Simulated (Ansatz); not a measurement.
# Sc on Pd(111): change of the work function, part 3 of 4

How does one ordered layer of Sc (fcc site) change the work function of Pd(111), and what dipole does each adsorbate carry?

Ansatz 0.2.0; plane-wave DFT, RPBE, Ansatz PAW (the session's first sound run).

So far, work function, upper face (eV): step 2 (the clean slab) 5.10; step 3 (17 atoms, coverage 0.25 ML, cell 2x2) 2.27.

## 5. The 0.25 ML cell at another level of theory, cutoff 1115.67 eV, functional PBE

This step: plane-wave DFT, PBE, norm-conserving (Ansatz 0.2.0).

The geometry is kept and the functional is PBE; other changes against the main runs: norm-conserving files and cutoff 420 → 1115.67.

The input, input.yaml:

```yaml
crystal:
  lattice:
    - [5.5012907577, 0.0, 0.0]
    - [2.7506453788, 4.7642575498, 0.0]
    - [0.0, 0.0, 27.7587555801]
  atoms:
    - { symbol: Pd, position: [0.0, 0.0, 0.324222027] }
    - { symbol: Pd, position: [0.1666666667, 0.1666666667, 0.4051295641] }
    - { symbol: Pd, position: [0.3345341187, 0.3345341187, 0.4905832652] }
    - { symbol: Pd, position: [-0.0038430615, -0.0038430615, 0.5750075693] }
    - { symbol: Pd, position: [0.0, 0.5, 0.324222027] }
    - { symbol: Pd, position: [0.1666666667, 0.6666666667, 0.4051295641] }
    - { symbol: Pd, position: [0.3345341187, 0.8309317626, 0.4905832652] }
    - { symbol: Pd, position: [-0.0038430615, 0.5076861229, 0.5750075693] }
    - { symbol: Pd, position: [0.5, 0.0, 0.324222027] }
    - { symbol: Pd, position: [0.6666666667, 0.1666666667, 0.4051295641] }
    - { symbol: Pd, position: [0.8309317626, 0.3345341187, 0.4905832652] }
    - { symbol: Pd, position: [0.5076861229, -0.0038430615, 0.5750075693] }
    - { symbol: Pd, position: [0.5, 0.5, 0.324222027] }
    - { symbol: Pd, position: [0.6666666667, 0.6666666667, 0.4051295641] }
    - { symbol: Pd, position: [0.8333333333, 0.8333333333, 0.4881698086] }
    - { symbol: Pd, position: [0.5, 0.5, 0.5856818862] }
    - { symbol: Sc, position: [0.1666666667, 0.1666666667, 0.6403185013] }
kpoints:
  mp_grid: { grid: [6, 6, 1] }
hamiltonian:
  xc: pbe
  pseudopotentials: { kind: nc }
scf:
  occupations: { method: fermi_dirac, width: 0.1 }
  convergence: { dr2_threshold: 1.0e-08 }
efield:
  axis: 3
  dipole_correction: true
  ramp_position: 0.97
  ramp_width: 0.06
output:
  write_potential: true
  write_density: true
  volumetric_format: npy
```

Launch:

```bash
$ ansatz run input.yaml --threads 4 --pin off --max-ram 6144MiB --backend cpu --events-out ev --progress --plain --runs-dir out
```

Numbers of over 12 decimals in the logs are rounded to 6 here.

Output:

```text
[...]
Crystal: 17 atoms, lattice volume = 727.545 Å³
Basis set: ecut = 1115.666836 eV, 61321 PW (Γ)
Bands: 180, of which v1, the nominal top of the filled ones, is band 150 counted from 1 (149 counted from 0)
Symmetry: 6 space group operations
[...]
k-points: 7 of 36 (time reversal used)
[...]
SCF iter   1: F=—  HF=-60305.739761 eV  |F-HF|=—  |Δ(HF+E_count)|=         —  Δρ=1.32e-1  dr2=4.44e2  ethr=3.10e-3  p=-0.000 e·Å  D=-2.91e-10 V/Å  ΔV_dip=0.00 eV  dr2_dipole=9.86e1  V_vac-E_F(+/−)=2.82/2.82 eV  ⟨swp⟩=8.6  Hψ=6062  notcnv=0  defer=25
[...]
SCF iter  12: F=-60285.927815 eV  HF=-60285.927815 eV  |F-HF|=8.73e-10  |Δ(HF+E_count)|=   3.09e-9  Δρ=3.21e-7  dr2=1.24e-9  ethr=3.34e-12  p=0.409 e·Å  D=1.02e-1 V/Å  ΔV_dip=-2.83 eV  dr2_dipole=1.83e-14  V_vac-E_F(+/−)=2.41/5.24 eV  ⟨swp⟩=5.3  Hψ=2541  notcnv=0
SCF 1 converged in 12 iterations: F = -60285.927815 eV  dr2 = 1.24e-9
WARN: The output density's exchange-correlation potential varies sharply where the density is thin. Do not read a vacuum level from v_tot or v_xc, or from such a field of the output density. On a cell that repeats whose density bears no net charge and no dipole along the vacuum's axis use v_es (v_loc + v_h of the components); under efield.dipole_correction with no amplitude use v_es + v_field, which holds any externa [...]
SCF converged after 12 iterations
Free energy (F): -60285.927815 eV
[...]
Internal energy: -60285.018434 eV  (E = F + TS)
E sigma→0 (E₀):  -60285.473125 eV
Entropy (-TS):   -0.909380 eV (-53.493 meV/atom)
Fermi energy:    4.347426 eV
Dipole field:    D = 0.101771 V/Å  (p = 0.409187 e·Å, saw-weighted, corrected)
Work function:   Φ+ = 2.4111 eV   Φ− = 5.2361 eV
[...]
--- Band table (eV; the first three rows and the last of 7) ---
  k-point 0: bands = [... 146 lower, 4.5750, 4.5750, 4.5903, 4.6873, 4.6873, 4.6918, 5.0184, 5.3088, ... 26 higher]
  k-point 1: bands = [... 146 lower, 4.3193, 4.4003, 4.4011, 4.4838, 4.4916, 4.4943, 4.8276, 5.2972, ... 26 higher]
  k-point 2: bands = [... 146 lower, 4.0616, 4.2062, 4.2082, 4.2256, 4.2592, 4.4494, 4.4774, 5.0640, ... 26 higher]
  k-point 6: bands = [... 146 lower, 4.0653, 4.0760, 4.1089, 4.1147, 4.1309, 4.1798, 4.1812, 4.1927, ... 26 higher]
```

Run time: 86 s. Hardware: 4 threads of Intel Xeon Platinum 8559C (Emerald Rapids), shared host; peak memory 5.3 GiB.

Numbers from this step:

```yaml
energy_at_zero_smearing: -60285.4731 eV
work_function_upper_face: 2.411 eV
work_function_lower_face: 5.236 eV
dipole_along_the_normal: 0.4092 e·Å
step_between_the_vacuum_levels: -2.825 eV
```

The work function comes to 2.41 eV, +0.14 eV from the first level.

## 6. The 0.25 ML cell at another level of theory, cutoff 420 eV, functional PBEsol

This step: plane-wave DFT, PBEsol, Ansatz PAW (Ansatz 0.2.0).

The geometry is kept and the functional is PBEsol.

Edit input.yaml of step 5 so:

```diff
@@ -26,4 +26,3 @@
 hamiltonian:
-  xc: pbe
-  pseudopotentials: { kind: nc }
+  xc: pbesol
 scf:
```

Output:

```text
[...]
Crystal: 17 atoms, lattice volume = 727.545 Å³
Basis set: ecut = 420 eV, 14163 PW (Γ)
Bands: 180, of which v1, the nominal top of the filled ones, is band 150 counted from 1 (149 counted from 0)
Symmetry: 6 space group operations
[...]
k-points: 7 of 36 (time reversal used)
[...]
SCF iter   1: F=—  HF=-112614.449166 eV  |F-HF|=—  |Δ(HF+E_count)|=         —  Δρ=1.16e-2  dr2=5.64e0  ethr=1.77e-3  p=0.347 e·Å  D=8.63e-2 V/Å  ΔV_dip=-2.40 eV  dr2_dipole=7.43e-1  V_vac-E_F(+/−)=2.61/5.00 eV  ⟨swp⟩=7.3  Hψ=5139  notcnv=0  defer=40
[...]
SCF iter  14: F=-112614.257674 eV  HF=-112614.257674 eV  |F-HF|=2.62e-9  |Δ(HF+E_count)|=   4.76e-9  Δρ=5.80e-7  dr2=5.53e-9  ethr=3.34e-12  p=0.425 e·Å  D=1.06e-1 V/Å  ΔV_dip=-2.93 eV  dr2_dipole=4.90e-10  V_vac-E_F(+/−)=2.43/5.37 eV  ⟨swp⟩=14.3  Hψ=3606  notcnv=0
SCF 1 converged in 14 iterations: F = -112614.257674 eV  dr2 = 5.53e-9
[...]
SCF converged after 14 iterations
Free energy (F): -112614.257674 eV
[...]
Internal energy: -112613.347566 eV  (E = F + TS)
E sigma→0 (E₀):  -112613.802620 eV
Entropy (-TS):   -0.910108 eV (-53.536 meV/atom)
Fermi energy:    4.239062 eV
Dipole field:    D = 0.105708 V/Å  (p = 0.425019 e·Å, saw-weighted, corrected)
Work function:   Φ+ = 2.4330 eV   Φ− = 5.3673 eV
[...]
--- Band table (eV; the first three rows and the last of 7) ---
  k-point 0: bands = [... 146 lower, 4.4710, 4.4710, 4.4861, 4.5830, 4.5830, 4.5876, 4.9325, 5.1732, ... 26 higher]
  k-point 1: bands = [... 146 lower, 4.2124, 4.2880, 4.2951, 4.3764, 4.3853, 4.3880, 4.6754, 5.2106, ... 26 higher]
  k-point 2: bands = [... 146 lower, 3.9380, 4.0980, 4.1025, 4.1216, 4.1551, 4.3423, 4.3707, 4.9573, ... 26 higher]
  k-point 6: bands = [... 146 lower, 3.9498, 3.9676, 3.9989, 4.0062, 4.0066, 4.0593, 4.0612, 4.0739, ... 26 higher]
```

It took 19 s on 4 threads; peak memory 2.9 GiB.

This step gave:

| Property | Result |
| --- | --- |
| energy at zero smearing | -112613.8026 eV |
| work function, upper face | 2.433 eV |
| work function, lower face | 5.367 eV |
| dipole along the normal | 0.4250 e·Å |
| step between the vacuum levels | -2.934 eV |

The work function comes to 2.43 eV, +0.16 eV from the first level.

## 7. The 0.25 ML cell at another level of theory, cutoff 1350 eV, functional PBE

This step: plane-wave DFT, PBE, JTH PAW (Ansatz 0.2.0).

The geometry is kept and the functional is PBE; other changes against the main runs: JTH PAW files and cutoff 420 → 1350.

Edit input.yaml of step 6 so:

```diff
@@ -26,3 +26,4 @@
 hamiltonian:
-  xc: pbesol
+  xc: pbe
+  pseudopotentials: { kind: paw, source: jth }
 scf:
```

Output:

```text
[...]
k-point 0: bands = [... 146 lower, 5.9825, 5.9825, 5.9975, 6.0926, 6.0926, 6.0970, 6.4294, 6.7409, ... 26 higher]
  k-point 1: bands = [... 146 lower, 5.7279, 5.8085, 5.8157, 5.8926, 5.8981, 5.9023, 6.2582, 6.7072, ... 26 higher]
  k-point 2: bands = [... 146 lower, 5.4776, 5.6179, 5.6196, 5.6368, 5.6699, 5.8597, 5.8877, 6.4775, ... 26 higher]
  k-point 6: bands = [... 146 lower, 5.4780, 5.4880, 5.5201, 5.5262, 5.5420, 5.5919, 5.5935, 5.6049, ... 26 higher]
[key lines of the parts left out:]
SCF converged after 15 iterations
Free energy (F): -113596.967334 eV
Fermi energy:    5.758244 eV
Dipole field:    D = 0.101526 V/Å  (p = 0.408201 e·Å, saw-weighted, corrected)
Work function:   Φ+ = 2.4128 eV   Φ− = 5.2310 eV
```

Elapsed: 2.1 min, on 4 threads; peak memory 4.9 GiB; 7.9 min of CPU time.

The work function comes to 2.41 eV, +0.14 eV from the first level.

## 8. The 0.25 ML cell at another level of theory, cutoff 420 eV, functional PBE

This step: plane-wave DFT, PBE, Ansatz PAW (Ansatz 0.2.0).

The geometry is kept and the functional is PBE.

Edit input.yaml of step 7 so:

```diff
@@ -27,3 +27,2 @@
   xc: pbe
-  pseudopotentials: { kind: paw, source: jth }
 scf:
```

Output:

```text
[...]
Crystal: 17 atoms, lattice volume = 727.545 Å³
Basis set: ecut = 420 eV, 14163 PW (Γ)
Bands: 180, of which v1, the nominal top of the filled ones, is band 150 counted from 1 (149 counted from 0)
Symmetry: 6 space group operations
[...]
k-points: 7 of 36 (time reversal used)
[...]
k-point 0: bands = [... 146 lower, 4.5737, 4.5737, 4.5890, 4.6868, 4.6868, 4.6913, 5.0173, 5.3076, ... 26 higher]
  k-point 1: bands = [... 146 lower, 4.3177, 4.3988, 4.3989, 4.4826, 4.4908, 4.4934, 4.8263, 5.2963, ... 26 higher]
  k-point 2: bands = [... 146 lower, 4.0595, 4.2040, 4.2056, 4.2228, 4.2567, 4.4480, 4.4760, 5.0618, ... 26 higher]
  k-point 6: bands = [... 146 lower, 4.0634, 4.0738, 4.1073, 4.1125, 4.1297, 4.1783, 4.1795, 4.1909, ... 26 higher]
[key lines of the parts left out:]
SCF converged after 14 iterations
Free energy (F): -113699.135481 eV
Fermi energy:    4.345475 eV
Dipole field:    D = 0.101646 V/Å  (p = 0.408685 e·Å, saw-weighted, corrected)
Work function:   Φ+ = 2.4132 eV   Φ− = 5.2347 eV
```

It took 18 s on 4 threads; peak memory 2.9 GiB; 70 s of CPU time.

The work function comes to 2.41 eV, +0.14 eV from the first level.

## 9. Comparing the runs

Times are for 4 threads of Intel Xeon Platinum 8559C (Emerald Rapids), shared host. The runs compared:

```tsv
no.	functional	work function, upper face (eV)	dipole along the normal (e·Å)	time	memory (GiB)
1	pbe	2.411	0.4092	86 s	5.3
2	pbesol	2.433	0.4250	19 s	2.9
3	pbe	2.413	0.4082	2.1 min	4.9
4	pbe	2.413	0.4087	18 s	2.9
```

## 10. The same run with other settings

This step: plane-wave DFT, RPBE, Ansatz PAW (Ansatz 0.2.0).

An input spoilt on purpose, to show how the run answers: it repeats the earlier run at 0.25 ML with efield.amplitude to 0 and efield.dipole_correction from true to false, and scf.max_iter set to 80; its output block differs too.

The input, input.yaml:

```yaml
crystal:
  lattice:
    - [5.5012907577, 0.0, 0.0]
    - [2.7506453788, 4.7642575497, 0.0]
    - [0.0, 0.0, 27.7587555801]
  atoms:
    - { symbol: Pd, position: [0.0, 0.0, 0.324222027] }
    - { symbol: Pd, position: [0.1666666667, 0.1666666667, 0.4051295641] }
    - { symbol: Pd, position: [0.3333333333, 0.3333333333, 0.4893477311] }
    - { symbol: Pd, position: [0.0, 0.0, 0.5738544887] }
    - { symbol: Pd, position: [0.0, 0.5, 0.324222027] }
    - { symbol: Pd, position: [0.1666666667, 0.6666666667, 0.4051295641] }
    - { symbol: Pd, position: [0.3333333333, 0.8333333333, 0.4893477311] }
    - { symbol: Pd, position: [0.0, 0.5, 0.5738544887] }
    - { symbol: Pd, position: [0.5, 0.0, 0.324222027] }
    - { symbol: Pd, position: [0.6666666667, 0.1666666667, 0.4051295641] }
    - { symbol: Pd, position: [0.8333333333, 0.3333333333, 0.4893477311] }
    - { symbol: Pd, position: [0.5, 0.0, 0.5738544887] }
    - { symbol: Pd, position: [0.5, 0.5, 0.324222027] }
    - { symbol: Pd, position: [0.6666666667, 0.6666666667, 0.4051295641] }
    - { symbol: Pd, position: [0.8333333333, 0.8333333333, 0.4893477311] }
    - { symbol: Pd, position: [0.5, 0.5, 0.5738544887] }
    - { symbol: Sc, position: [0.1666666667, 0.1666666667, 0.675777973] }
kpoints:
  mp_grid: { grid: [6, 6, 1] }
hamiltonian:
  xc: rpbe
scf:
  occupations: { method: fermi_dirac, width: 0.1 }
  convergence: { dr2_threshold: 1.0e-08 }
  max_iter: 80
efield:
  axis: 3
  dipole_correction: false
  ramp_position: 0.97
  ramp_width: 0.06
  amplitude: 0
relax:
  f_tol: 0.02
  max_steps: 60
  constraints: [{ sites: [0, 1, 4, 5, 8, 9, 12, 13] }]
output:
  bader: true
  dos: { projected: true, e_range: [-8, 4] }
  write_potential: true
  write_density: true
  volumetric_format: npy
```

Output:

```text
Error: invalid value for `efield.amplitude`: is zero with dipole_correction: false — the section would apply nothing; set a non-zero amplitude, enable dipole_correction, or remove the block
```

Wall time 0.02 s (4 threads); peak memory 0.042 GiB.

The program refused the input before any cycle.

The program's message: “Error: invalid value for `efield.amplitude`: is zero with dipole_correction: false — the section would apply nothing; set a non-zero amplitude, enable dipole_correction, or remove the block”

The fault put into the input: a field block that applies nothing.

(Continued in part 4 of 4.)

[Logs are printed without paths, hosts, clocks, repeated set-up lines and the standing remarks that a program may print on its own settings, such as how far it seeks lower states.]

[Hosts, paths, dates, database ids (printed as entryN), source tags and the programs' standing remarks are cut or masked in the printed files.]

[Maps of the electrostatic potential energy from Ansatz leave out the sawtooth potential of an applied field or a dipole correction, so their vacuum need not be flat; planar profiles and work functions include it.]
